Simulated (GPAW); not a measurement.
## MgO (Fm-3m): refractive index against wavelength

The refractive index of MgO (Fm-3m) below the direct gap (4.65 eV on the mesh) is read from one computed spectrum, n = √(Re ε).

The structure is cubic, space group Fm-3m (No. 225). Conventional cell: a = 4.217 Å, b = 4.217 Å, c = 4.217 Å, α = 90.00°, β = 90.00°, γ = 90.00°. Mg on site a has 6 O at 2.11 Å as nearest neighbours. Around O on site b lie 6 Mg at 2.11 Å.

Method: GPAW 26.7.0, LDA, RPA, k-mesh 14×14×14, local fields up to 50 eV, Lorentzian half width 0.15 eV.

Launch of the response step: `OMP_NUM_THREADS=1 python df.py`. The run took 25 s, its band step included, on 1 thread of Arm Neoverse V2, with other jobs on the host.

| wavelength (nm) | photon energy E (eV) | n |
| --- | --- | --- |
| 1064 | 1.165 | 1.7751 |
| 850 | 1.459 | 1.7801 |
| 700 | 1.771 | 1.7869 |
| 633 | 1.959 | 1.7917 |
| 532 | 2.331 | 1.8032 |
| 450 | 2.755 | 1.8199 |
| 405 | 3.061 | ? |

In the single-oscillator model n² − 1 = E₀E_d/(E₀² − E²), so 1/(n² − 1) = E₀/E_d − E²/(E₀E_d) is linear in E².

Working, on the rows shown:

| x = E² (eV²) | y = 1/(n² − 1) |
| --- | --- |
| 1.35784 | 0.464904 |
| 2.12762 | 0.461094 |
| 3.13716 | 0.455994 |
| 3.83641 | 0.45245 |
| 5.43137 | 0.444142 |
| 7.59115 | 0.432519 |

Means: x̄ = 3.9136, ȳ = 0.45185. Σ(x − x̄)(y − ȳ) = -0.1359, Σ(x − x̄)² = 26.16. Slope = -0.1359 / 26.16 = -0.005196; intercept = ȳ − slope · x̄ = 0.47219. Turned back into n, the line misses the rows shown by at most 0.00033.

What does the fit predict for the withheld row, and how well does it do?

At x = 9.3718 the line gives y = 0.42349, that is 1.8334. The run gave 1.8350, so the extrapolation is off by 0.0016, 3 % of the range in the table.

Refitted with all rows, the slope is -0.005292 and the intercept 0.47248. These give E₀ = √(intercept/−slope) = 9.45 eV and E_d = E₀/intercept = 20.0 eV; E₀ is 2.0 times the direct gap. The electronic limit at long wavelengths, without lattice vibrations, is n = √(1 + 1/intercept) = 1.765. The cell comes from an older database entry, whose edges can be off by a per cent or so. Excitons are left out; LDA gaps are as a rule too small. The values come from a sum over the points of one k-mesh and carry its error, which grows as the direct gap shrinks. This version of GPAW has incomplete matrix elements in the optical limit, which can lower ε − 1 by up to a tenth where first-row anions or d states rule. The local-field cutoff holds few shells of reciprocal vectors for this small cell, so ε∞ can read a few per cent high.
